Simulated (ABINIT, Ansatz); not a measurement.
Planning a run of ABINIT 10.8.3 on PbF2 (Fluorocronite). The input:

```
acell 3*1.0 Angstrom
rprim 
  -0.000000000000 2.963660000000 2.963660000000
  2.963660000000 0.000000000000 2.963660000000
  2.963660000000 2.963660000000 -0.000000000000
ntypat 2
znucl 82 9
natom 3
typat 1 2 2
xred 
  0.000000000000 0.000000000000 0.000000000000
  0.250000000000 0.250000000000 0.250000000000
  0.750000000000 0.750000000000 0.750000000000
pp_dirpath "pseudos"
pseudos "Pb.upf, F.upf"
ecut 36
ngkpt 4 4 4
nshiftk 1
shiftk 0 0 0
kptopt 1
chksymbreak 0
istwfk *1
occopt 1
irdwfk 1
optdriver 99
bs_calctype 1
mbpt_sciss 2.123 eV
bs_loband 8
nband 18
bs_exchange_term 1
bs_coulomb_term 21
bs_coupling 0
bs_algorithm 2
bs_freq_mesh 0 13 0.1 eV
zcut 0.15 eV
ecuteps 4
ecutwfn 18
inclvkb 2
mdf_epsinf 3.4
irdden 1
bs_haydock_niter 300
bs_haydock_tol -0.02 0
indata_prefix "in"
outdata_prefix "out"
tmpdata_prefix "tmp"
```

The database entry behind the starting cell differs from later determinations by our own check (0.1 to 0.3 % short, probably kX units), so it need not match the best structure at ambient conditions.

```sh
OMP_NUM_THREADS=1 mpirun -n 4 abinit run.abi > log
```

**Question.** How long will it take on 4 MPI ranks of Arm Neoverse N1, shared host, and how much memory?

It took 2.5 min; on shared hardware allow 75 s to 5 min. Peak host memory was 0.4 GiB.

The kernel grows as the square of the matrix size, and full diagonalisation as its cube.

[Paths, hosts, dates, memory and timing lines, banners, echoed tables and standing remarks are left out of the program output.]

[Logs are printed without paths, hosts, clocks, repeated set-up lines and the standing remarks that a program may print on its own settings, such as how far it seeks lower states.]

[Runs of the session that timed out or met a known fault of the program may be left out.]

[Hosts, paths, dates, database ids (printed as entryN), source tags and the programs' standing remarks are cut or masked in the printed files.]

[G0W0 gaps are taken among the corrected bands and points alone; a level outside them can change the order at an edge.]

[Where Ansatz stands beside ABINIT at settings called matched, ABINIT's density can come from a denser mesh and the files from another edition; pairs whose starting gaps differed by over 0.03 eV were left out, so agreement reads better than it is.]
